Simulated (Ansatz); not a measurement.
# Work function of Al(100): what the settings cost and change

How far do cutoff, k-mesh and smearing move the work function of Al(100)?

Calculated with Ansatz 0.2.0; plane-wave DFT, PBE, Ansatz PAW.

The experiments to compare with:

“Properties of real metallic surfaces: Effects of density functional semilocality and van der Waals nonlocality” (2017, arxiv:1702.08515) quotes from earlier work for Al (clean (100) face, a compiled value): work function (clean (100) face, a compiled value) 4.32 eV.

## 1. The structure

The cell holds 7 atoms: 7 Al. Its edges and angles: a = 2.864 Å, b = 2.864 Å, c = 30.150 Å, α = 90.0°, β = 90.0°, γ = 90.0°. Vacuum lies along c.

## 2. Slab, setting cutoff 200 eV

A work function rests on the faint tail of the density, so the SCF threshold is tight. The cutoff is raised first; then mesh and smearing are varied at the default cutoff.

Contents of input.yaml:

```yaml
crystal:
  lattice:
    - [2.8637824638, 0.0, 0.0]
    - [0.0, 2.8637824638, 0.0]
    - [0.0, 0.0, 30.15]
  atoms:
    - { symbol: Al, position: [0.0, 0.0, 0.2985074627] }
    - { symbol: Al, position: [0.5, 0.5, 0.3656716418] }
    - { symbol: Al, position: [0.0, 0.0, 0.4328358209] }
    - { symbol: Al, position: [0.5, 0.5, 0.5] }
    - { symbol: Al, position: [0.0, 0.0, 0.5671641791] }
    - { symbol: Al, position: [0.5, 0.5, 0.6343283582] }
    - { symbol: Al, position: [0.0, 0.0, 0.7014925373] }
kpoints:
  mp_grid: { grid: [14, 14, 1] }
hamiltonian:
  xc: pbe
scf:
  occupations: { method: fermi_dirac, width: 0.1 }
  convergence: { dr2_threshold: 1.0e-09 }
efield:
  axis: 3
  dipole_correction: true
  ramp_position: 0.97
  ramp_width: 0.06
basis:
  ecutwfc: "200 eV"
output:
  write_potential: true
  write_density: true
  volumetric_format: npy
  elf: true
```

On the command line:

```
$ ansatz run input.yaml --threads 2 --pin off --max-ram 3072MiB --backend cpu --events-out ev --progress --plain --runs-dir out
```

Numbers of over 12 decimals in the logs are rounded to 6 here.

Log:

```text
Warning: basis.ecutwfc = 200 eV is below the records' recommended 420 eV, and the density's cutoff is lower with it unless basis.ecutrho_ratio is high enough to keep the records' density cutoff: compare with a run at a higher cutoff
Warning: basis.ecutrho_ratio 4 (ecutrho = 800 eV, dense FFT grid 15×15×144): the grid does not resolve the core-correction charge of Al (measure 0.09 e/Å^2.5); warned from 0.08. The energy and each atom's force then go with where the atoms sit on the grid: [figures from the program's tests cut] If this deck is also warned that a cutoff or its ratio is below what is recommended, mend that before anything below. First try basis.xc_grid, which is 1 on this run (the dense grid itself), where it is not refused (2, then 3). Above 1 the core-correction charge is laid on the exchange–correlation grid, and this warning is never given, whether or not the level is enough: [rest of the remark cut]
Engine: ansatz 0.2.0, aarch64-unknown-linux-gnu
Pseudopotentials: kind: paw
Pseudopotential: Al, paw, valence charge 3, recommended cutoff 420 eV (normal), Al.paw.azcp
Functional definition: PBE
  parameter kappa = 0.804
  parameter beta = 0.066725
  exchange = pbe_x(kappa = kappa, mu = beta*pi^2/3)
  correlation = pbe_c(beta = beta)
Crystal: 7 atoms, lattice volume = 247.268 Å³
Basis set: ecut = 200 eV, 1641 PW (Γ)
Bands: 18, of which v1, the nominal top of the filled ones, is band 11 counted from 1 (10 counted from 0)
Symmetry: 8 space group operations
k-points: 36 of 196
Non-local potential: Al, projectors of the file, l = 0: 2, l = 1: 2, l = 2: 1
PAW form: soft (Blöchl's): semilocal exchange-correlation on the pseudo side does not see the compensation charge
PAW one-centre angular grid: Al, 110 points (default); XC on 64 Gauss nodes
Initial density: superposition of atomic densities (neutral atoms: chi_scale 0, normalization atom), corrected by the library's trained network
Initial wavefunctions: pseudopotential atomic-orbital guess
Functional: x = pbe(κ = 0.804, μ = 0.219515), c = pbe(β = 0.066725)
SCF iter   1: F=—  HF=-3759.776161 eV  |F-HF|=—  |Δ(HF+E_count)|=         —  Δρ=2.67e-3  dr2=1.53e-1  ethr=1.77e-3  p=-0.000 e·Å  D=-4.64e-15 V/Å  ΔV_dip=0.00 eV  dr2_dipole=2.69e-7  V_vac-E_F(+/−)=3.95/3.95 eV  ⟨swp⟩=8.6  Hψ=4567  notcnv=0
efield: sawtooth ramp at fractional position 0.9700 (set: `efield.ramp_position`, or a place that a band, a saddle search or an elastic batch's reference lends), width 0.0600; the density the first Hamiltonian is built on has a dipole p = -0.000 e·Å; the dipole correction subtracts the counter field D = -4.64e-15 V/Å, which shifts the + side's vacuum level by +0.00 eV against the − side's; the planar-averaged density in the ramp window peaks in size at 1.2e-5 e/Å³
preconditioner: auto → LDOS  [metal: Δε(μ)=0.055 eV  Ē_g=6.695 eV  σ=0.100 eV  W_gap=0.14  n_scr=16 (ndim 8)  ℏωp=10.8 eV  f_vac=0.440  D(μ)=3.43/eV (n_scr^D=14)  β→1.0]
SCF iter   2: F=—  HF=-3759.781254 eV  |F-HF|=—  |Δ(HF+E_count)|=   5.09e-3  Δρ=4.24e-4  dr2=6.33e-4  ethr=7.28e-4  p=-0.000 e·Å  D=-5.09e-6 V/Å  ΔV_dip=0.00 eV  dr2_dipole=5.62e-7  V_vac-E_F(+/−)=4.17/4.17 eV  ⟨swp⟩=1.6  Hψ=985  notcnv=0  defer=7
SCF iter   3: F=—  HF=-3759.781524 eV  |F-HF|=—  |Δ(HF+E_count)|=   2.70e-4  Δρ=1.09e-4  dr2=1.66e-4  ethr=3.01e-6  p=0.000 e·Å  D=2.84e-6 V/Å  ΔV_dip=-0.00 eV  dr2_dipole=2.24e-11  V_vac-E_F(+/−)=4.18/4.18 eV  ⟨swp⟩=2.5  Hψ=1211  notcnv=0  defer=7
SCF iter   4: F=—  HF=-3759.781511 eV  |F-HF|=—  |Δ(HF+E_count)|=   1.31e-5  Δρ=2.91e-5  dr2=3.84e-6  ethr=7.92e-7  p=0.000 e·Å  D=1.60e-7 V/Å  ΔV_dip=-0.00 eV  dr2_dipole=6.45e-12  V_vac-E_F(+/−)=4.17/4.17 eV  ⟨swp⟩=2.1  Hψ=855  notcnv=0  defer=7
SCF iter   5: F=—  HF=-3759.781512 eV  |F-HF|=—  |Δ(HF+E_count)|=   1.65e-6  Δρ=5.56e-6  dr2=2.73e-7  ethr=1.83e-8  p=-0.000 e·Å  D=-1.23e-7 V/Å  ΔV_dip=0.00 eV  dr2_dipole=4.58e-14  V_vac-E_F(+/−)=4.17/4.17 eV  ⟨swp⟩=2.4  Hψ=1093  notcnv=0  defer=7
SCF iter   6: F=—  HF=-3759.781512 eV  |F-HF|=—  |Δ(HF+E_count)|=   5.27e-7  Δρ=1.11e-6  dr2=8.74e-9  ethr=1.30e-9  p=0.000 e·Å  D=2.91e-8 V/Å  ΔV_dip=-0.00 eV  dr2_dipole=1.33e-13  V_vac-E_F(+/−)=4.17/4.17 eV  ⟨swp⟩=2.1  Hψ=942  notcnv=0  defer=7
SCF iter   7: F=-3759.781512 eV  HF=-3759.781512 eV  |F-HF|=1.90e-10  |Δ(HF+E_count)|=   5.62e-9  Δρ=2.20e-7  dr2=4.42e-10  ethr=4.76e-12  p=-0.000 e·Å  D=-2.30e-9 V/Å  ΔV_dip=0.00 eV  dr2_dipole=1.07e-14  V_vac-E_F(+/−)=4.17/4.17 eV  ⟨swp⟩=9.6  Hψ=2601  notcnv=0
SCF 1 converged in 7 iterations: F = -3759.781512 eV  dr2 = 4.42e-10
  greatest PAW one-centre occupation: 0.482 electrons in one spin orbital (limit 2), on the Al atom at site 6 (counted from 0), in its partial waves of l = 0
WARN: The output density's exchange-correlation potential varies sharply where the density is thin. Do not read a vacuum level from v_tot or v_xc, or from such a field of the output density. On a cell that repeats whose density bears no net charge and no dipole along the vacuum's axis use v_es (v_loc + v_h of the components); under efield.dipole_correction with no amplitude use v_es + v_field, which holds any externa [...]
SCF converged after 7 iterations
Free energy (F): -3759.781512 eV
Harris-Foulkes:  -3759.781512 eV  (|F-HF|=1.90e-10)
Internal energy: -3759.671478 eV  (E = F + TS)
E sigma→0 (E₀):  -3759.726495 eV
Entropy (-TS):   -0.110033 eV (-15.719 meV/atom)
Fermi energy:    1.604331 eV
Dipole field:    D = 0.000000 V/Å  (p = 0.000000 e·Å, saw-weighted, corrected)
Work function:   Φ+ = 4.1729 eV   Φ− = 4.1728 eV
Levels:          The Fermi level and band energies are counted from a zero that moves with the ramp; work functions are not
--- Per-component energies (eV) ---
  E_band       = -55.750560
  E_kinetic    = 152.042322
  E_local      = -6786.728089  (includes V_loc(G=0)·N_el)
  E_nonlocal   = 75.977644
  E_hartree    = 3363.754486
  E_xc         = -274.879594
  E_vxc        = -198.358802  (∫ρ·V_xc dr)
  E_paw        = -3271.976908  (= ΣΔE_a)
  E_vpaw       = -26.193152  (= ΣTr[D̂ρ^β])
  E_aug_tail   = -0.000204  (compensation charges beyond the density's cutoff)
  E_efield     = 0.000000  (sawtooth field / dipole correction)
  E_vefield    = 0.000000  (∫n·V_field dr)
  E_ewald      = 2982.138865
  E_smearing   = -0.110033  (= −TS)
  E_closure    = -0.000000  (closes the sum)
  Σ components = -3759.781512   (vs F -3759.781512, Δ=0.00e0)
--- Band table (eV; the first three rows and the last of 36) ---
  k-point 0: bands = [... 7 lower, -0.6268, 1.8635, 3.7644, 5.0605, 5.7817, 5.8560, 6.8616, 7.1836, ... 3 higher]
  k-point 1: bands = [... 7 lower, -0.5423, 1.9505, 3.8496, 5.1476, 5.2971, 5.7210, 5.8976, 5.9443, ... 3 higher]
  k-point 2: bands = [... 7 lower, -0.2866, 2.1974, 3.3516, 3.7096, 4.1928, 4.5368, 5.4348, 5.5910, ... 3 higher]
  k-point 35: bands = [... 7 lower, 0.1032, 0.4598, 0.5954, 1.1301, 1.1301, 1.1700, 1.5874, 2.3353, ... 3 higher]
```

Run time: 9.9 s. Hardware: 2 threads of Arm Neoverse N1, shared host; peak memory 0.31 GiB.

This step gave:

```
energy at zero smearing   : -3759.7265 eV
work function, upper face : 4.173 eV
```

Running mean over 2.025 Å of the planar mean; the ramp of the sawtooth is left out. Electron's electrostatic potential energy less the Fermi level against z:

z (Å), electron's electrostatic potential energy less the Fermi level (eV) and a bar from the least value:
```
        4       4.17 ##############################
        5       4.17 ##############################
        6       4.11 ##############################
        7       3.36 ###########################
        8      -0.63 ##############
        9      -4.32 #
       10      -4.71 
       11      -4.76 
       12      -4.76 
       13      -4.74 
       14      -4.73 
       15      -4.73 
       16      -4.73 
       17      -4.74 
       18      -4.76 
       19      -4.76 
       20      -4.72 
       21      -4.47 #
       22      -1.36 ###########
       23       3.03 ##########################
       24       4.07 ##############################
       25       4.16 ##############################
       26       4.17 ##############################
       27       4.17 ##############################
```

ELF in the ca plane at fractional y = 0.000, with atoms of Al within 0.2 Å of it. It is the smooth field of the valence electrons, not physical close to the nuclei.

Ten even steps from '0' (0.00) to '9' (0.80), each cell a mean:
```
54334641213643346512136533455224599852000000
65545774236764457743367654567545799641000000
66666677777766667777777666667789997520000000
77766777777777777777777667777789986410000000
77666777777766667777777666777789987420000000
66556776557765567765577655667667998631000000
65445652125754346621147544466323699741000000
54334531722543235416325433344157499852000000
```
Columns run along c (16.0 Å, from fractional 0.34 to 0.87 of the cell), rows up along a (2.9 Å). Atoms in or near the plane, at fractional coordinates: Al at (0.43, 0.00), Al at (0.57, 0.00), Al at (0.70, 0.00).

Electrostatic potential energy in the ca plane at fractional y = 0.000, with atoms of Al within 0.2 Å of it. With pseudopotentials it is smooth inside the atoms' cores, unlike the true potential.

Ten even steps from '0' (-16 eV) to '9' (6 eV), each cell a mean:
```
68888611420588986204204789873033037999999999
78888740003788887400026888875100158999999999
88778875446888788754467887887544579999999999
88778887778887788877778877788777789999999999
88778876667887788866678877888766789999999999
78888752125788887621147888886311378999999999
68888620101688887301105788874011047999999999
68998502530589986115404789872055027899999999
```
Columns run along c (16.0 Å, from fractional 0.34 to 0.87 of the cell; values clipped at the 3rd and 97th percentile), rows up along a (2.9 Å). Atoms in or near the plane, at fractional coordinates: Al at (0.43, 0.00), Al at (0.57, 0.00), Al at (0.70, 0.00).

Valence density in the ca plane at fractional y = 0.000, with atoms of Al within 0.2 Å of it. It is the smooth field of the valence electrons, not physical close to the nuclei.

Values in e/Å³, 5 rows by 16 columns, each cell a mean:
```
0.16 0.15 0.16 0.13 0.17 0.14 0.16 0.12 0.17 0.14 0.17 0.12 0.10 0.01 0.00 0.00
0.18 0.17 0.21 0.21 0.18 0.17 0.20 0.21 0.18 0.18 0.20 0.20 0.08 0.01 0.00 0.00
0.19 0.19 0.20 0.20 0.19 0.19 0.19 0.20 0.19 0.19 0.19 0.19 0.07 0.01 0.00 0.00
0.17 0.17 0.20 0.19 0.18 0.16 0.20 0.19 0.18 0.16 0.20 0.18 0.08 0.01 0.00 0.00
0.15 0.14 0.14 0.11 0.16 0.14 0.15 0.10 0.16 0.13 0.15 0.09 0.10 0.01 0.00 0.00
```
Columns run along c (16.0 Å, from fractional 0.34 to 0.87 of the cell), rows up along a (2.9 Å). Atoms in or near the plane, at fractional coordinates: Al at (0.43, 0.00), Al at (0.57, 0.00), Al at (0.70, 0.00).

The work function is 4.173 eV.

## 3. Run

Changes to input.yaml since step 2:

```diff
@@ -26,3 +26,3 @@
 basis:
-  ecutwfc: "200 eV"
+  ecutwfc: "300 eV"
 output:
@@ -31,2 +31 @@
   volumetric_format: npy
-  elf: true
```

Log:

```text
[...]
Crystal: 7 atoms, lattice volume = 247.268 Å³
Basis set: ecut = 300 eV, 2861 PW (Γ)
Bands: 18, of which v1, the nominal top of the filled ones, is band 11 counted from 1 (10 counted from 0)
Symmetry: 8 space group operations
k-points: 36 of 196
[...]
k-point 0: bands = [... 7 lower, -0.7467, 1.8105, 3.7187, 5.0339, 5.7647, 5.9026, 6.8747, 7.1659, ... 3 higher]
  k-point 1: bands = [... 7 lower, -0.6614, 1.8954, 3.8005, 5.1168, 5.2024, 5.6285, 5.8719, 5.9889, ... 3 higher]
  k-point 2: bands = [... 7 lower, -0.4049, 2.1327, 3.2458, 3.5947, 4.1386, 4.4160, 5.4063, 5.4666, ... 3 higher]
  k-point 35: bands = [... 7 lower, 0.0659, 0.4531, 0.5930, 0.9926, 0.9926, 1.1344, 1.5829, 2.2627, ... 3 higher]
[key lines of the parts left out:]
SCF converged after 7 iterations
Free energy (F): -3761.402800 eV
Fermi energy:    1.508853 eV
Dipole field:    D = -0.000000 V/Å  (p = -0.000000 e·Å, saw-weighted, corrected)
Work function:   Φ+ = 4.2382 eV   Φ− = 4.2382 eV
```

Run time: 17 s. Hardware: 2 threads; peak memory 0.38 GiB.

The work function is 4.238 eV, +0.065 eV from the run “cutoff 200 eV”, at 1.8 times its CPU time.

## 4. Slab

Changes to input.yaml since step 3:

```diff
@@ -26,3 +26,3 @@
 basis:
-  ecutwfc: "300 eV"
+  ecutwfc: "420 eV"
 output:
```

Log:

```text
[...]
Crystal: 7 atoms, lattice volume = 247.268 Å³
Basis set: ecut = 420 eV, 4833 PW (Γ)
Bands: 18, of which v1, the nominal top of the filled ones, is band 11 counted from 1 (10 counted from 0)
Symmetry: 8 space group operations
k-points: 36 of 196
[...]
k-point 0: bands = [... 7 lower, -0.7572, 1.8069, 3.7153, 5.0360, 5.7702, 5.9586, 6.8741, 7.1835, ... 3 higher]
  k-point 1: bands = [... 7 lower, -0.6722, 1.8915, 3.7970, 5.1175, 5.1904, 5.6166, 5.8764, 6.0432, ... 3 higher]
  k-point 2: bands = [... 7 lower, -0.4172, 2.1278, 3.2370, 3.5835, 4.1344, 4.4037, 5.4080, 5.4551, ... 3 higher]
  k-point 35: bands = [... 7 lower, 0.0676, 0.4531, 0.5934, 0.9820, 0.9820, 1.1310, 1.5837, 2.2548, ... 3 higher]
[key lines of the parts left out:]
SCF converged after 8 iterations
Free energy (F): -3761.579867 eV
Fermi energy:    1.499899 eV
Dipole field:    D = -0.000000 V/Å  (p = -0.000000 e·Å, saw-weighted, corrected)
Work function:   Φ+ = 4.2446 eV   Φ− = 4.2446 eV
```

Wall time 22 s (2 threads); peak memory 0.46 GiB; 39 s of CPU time.

The work function is 4.245 eV, +0.072 eV from the run “cutoff 200 eV”, at 2.4 times its CPU time.

## 5. Run

Changes to input.yaml since step 4:

```diff
@@ -26,3 +26,3 @@
 basis:
-  ecutwfc: "420 eV"
+  ecutwfc: "600 eV"
 output:
```

Log:

```text
[...]
Crystal: 7 atoms, lattice volume = 247.268 Å³
Basis set: ecut = 600 eV, 8269 PW (Γ)
Bands: 18, of which v1, the nominal top of the filled ones, is band 11 counted from 1 (10 counted from 0)
Symmetry: 8 space group operations
k-points: 36 of 196
[...]
k-point 0: bands = [... 7 lower, -0.7574, 1.8069, 3.7152, 5.0361, 5.7701, 5.9655, 6.8740, 7.1861, ... 3 higher]
  k-point 1: bands = [... 7 lower, -0.6723, 1.8915, 3.7969, 5.1175, 5.1904, 5.6165, 5.8763, 6.0499, ... 3 higher]
  k-point 2: bands = [... 7 lower, -0.4174, 2.1277, 3.2370, 3.5835, 4.1343, 4.4036, 5.4081, 5.4550, ... 3 higher]
  k-point 35: bands = [... 7 lower, 0.0676, 0.4532, 0.5934, 0.9818, 0.9818, 1.1310, 1.5838, 2.2547, ... 3 higher]
[key lines of the parts left out:]
SCF converged after 7 iterations
Free energy (F): -3761.583210 eV
Fermi energy:    1.499819 eV
Dipole field:    D = -0.000000 V/Å  (p = -0.000000 e·Å, saw-weighted, corrected)
Work function:   Φ+ = 4.2447 eV   Φ− = 4.2447 eV
```

Elapsed: 36 s, on 2 threads; peak memory 0.65 GiB; 63 s of CPU time.

The work function is 4.245 eV, +0.000 eV from the run “cutoff 420 eV”, at 1.6 times its CPU time.

## 6. Run

Changes to input.yaml since step 5:

```diff
@@ -14,3 +14,3 @@
 kpoints:
-  mp_grid: { grid: [14, 14, 1] }
+  mp_grid: { grid: [2, 2, 1] }
 hamiltonian:
@@ -25,4 +25,2 @@
   ramp_width: 0.06
-basis:
-  ecutwfc: "600 eV"
 output:
```

Log:

```text
[...]
Crystal: 7 atoms, lattice volume = 247.268 Å³
Basis set: ecut = 420 eV, 4833 PW (Γ)
Bands: 18, of which v1, the nominal top of the filled ones, is band 11 counted from 1 (10 counted from 0)
Symmetry: 8 space group operations
k-points: 3 of 4
[...]
Work function:   Φ+ = 3.8845 eV   Φ− = 3.8837 eV
[...]
--- Band table (eV) ---
  k-point 0: bands = [... 7 lower, -0.4152, 2.1777, 3.8323, 4.7770, 5.4833, 5.5907, 7.0006, 7.0227, ... 3 higher]
  k-point 1: bands = [... 7 lower, -2.1260, -0.8968, -0.6404, 0.6183, 1.0305, 2.2420, 2.9518, 3.4902, ... 3 higher]
  k-point 2: bands = [... 7 lower, 0.7849, 1.0941, 1.2535, 1.4764, 1.4764, 1.7170, 2.0968, 2.7604, ... 3 higher]
[key lines of the parts left out:]
SCF converged after 11 iterations
Free energy (F): -3762.293793 eV
Fermi energy:    1.345373 eV
Dipole field:    D = -0.000026 V/Å  (p = -0.000035 e·Å, saw-weighted, corrected)
```

Elapsed: 3 s, on 2 threads; peak memory 0.35 GiB.

The work function is 3.884 eV, -0.360 eV from the run “cutoff 420 eV”, at 0.085 times its CPU time.

## 7. Slab

Changes to input.yaml since step 6:

```diff
@@ -14,3 +14,3 @@
 kpoints:
-  mp_grid: { grid: [2, 2, 1] }
+  mp_grid: { grid: [5, 5, 1] }
 hamiltonian:
```

Log:

```text
[...]
Crystal: 7 atoms, lattice volume = 247.268 Å³
Basis set: ecut = 420 eV, 4833 PW (Γ)
Bands: 18, of which v1, the nominal top of the filled ones, is band 11 counted from 1 (10 counted from 0)
Symmetry: 8 space group operations
k-points: 6 of 25
[...]
k-point 0: bands = [... 7 lower, -0.7613, 1.7889, 3.7168, 5.0537, 5.7882, 5.9773, 6.8095, 7.1378, ... 3 higher]
  k-point 1: bands = [... 7 lower, -0.0954, 1.5548, 2.0592, 2.5124, 2.8457, 3.9011, 4.4454, 5.2383, ... 3 higher]
  k-point 2: bands = [... 7 lower, -1.8619, -1.2448, -0.7480, 0.4777, 0.8383, 1.7880, 2.3075, 4.0297, ... 3 higher]
  k-point 5: bands = [... 7 lower, 0.2306, 0.3532, 0.8245, 1.2996, 1.4992, 1.6691, 2.6105, 2.7466, ... 3 higher]
[key lines of the parts left out:]
SCF converged after 8 iterations
Free energy (F): -3761.509744 eV
Fermi energy:    1.533238 eV
Dipole field:    D = -0.000000 V/Å  (p = -0.000000 e·Å, saw-weighted, corrected)
Work function:   Φ+ = 4.2344 eV   Φ− = 4.2344 eV
```

It took 5 s on 2 threads; peak memory 0.35 GiB; 7.1 s of CPU time.

The work function is 4.234 eV, -0.010 eV from the run “cutoff 420 eV”, at 0.18 times its CPU time.

## 8. Run

Changes to input.yaml since step 7:

```diff
@@ -14,3 +14,3 @@
 kpoints:
-  mp_grid: { grid: [5, 5, 1] }
+  mp_grid: { grid: [9, 9, 1] }
 hamiltonian:
```

Log:

```text
[...]
Crystal: 7 atoms, lattice volume = 247.268 Å³
Basis set: ecut = 420 eV, 4833 PW (Γ)
Bands: 18, of which v1, the nominal top of the filled ones, is band 11 counted from 1 (10 counted from 0)
Symmetry: 8 space group operations
k-points: 15 of 81
[...]
k-point 0: bands = [... 7 lower, -0.7601, 1.8060, 3.7130, 5.0380, 5.7725, 5.9618, 6.8765, 7.1848, ... 3 higher]
  k-point 1: bands = [... 7 lower, -0.5543, 2.0078, 3.8876, 4.0960, 4.5479, 5.1876, 5.3393, 5.9968, ... 3 higher]
  k-point 2: bands = [... 7 lower, 0.0605, 1.0615, 1.5084, 2.2857, 2.6954, 3.3579, 4.5874, 4.6771, ... 3 higher]
  k-point 14: bands = [... 7 lower, 0.1602, 0.6363, 1.0682, 1.0875, 1.4554, 1.5479, 1.9245, 2.3811, ... 3 higher]
[key lines of the parts left out:]
SCF converged after 7 iterations
Free energy (F): -3761.500809 eV
Fermi energy:    1.486119 eV
Dipole field:    D = -0.000001 V/Å  (p = -0.000001 e·Å, saw-weighted, corrected)
Work function:   Φ+ = 4.2627 eV   Φ− = 4.2627 eV
```

It took 11 s on 2 threads; peak memory 0.39 GiB.

The work function is 4.263 eV, +0.018 eV from the run “cutoff 420 eV”, at 0.42 times its CPU time.

[end of part 1 of 2]

[Logs are printed without paths, hosts, clocks, repeated set-up lines and the standing remarks that a program may print on its own settings, such as how far it seeks lower states.]

[Hosts, paths, dates, database ids (printed as entryN), source tags and the programs' standing remarks are cut or masked in the printed files.]

[Maps of the electrostatic potential energy from Ansatz leave out the sawtooth potential of an applied field or a dipole correction, so their vacuum need not be flat; planar profiles and work functions include it.]
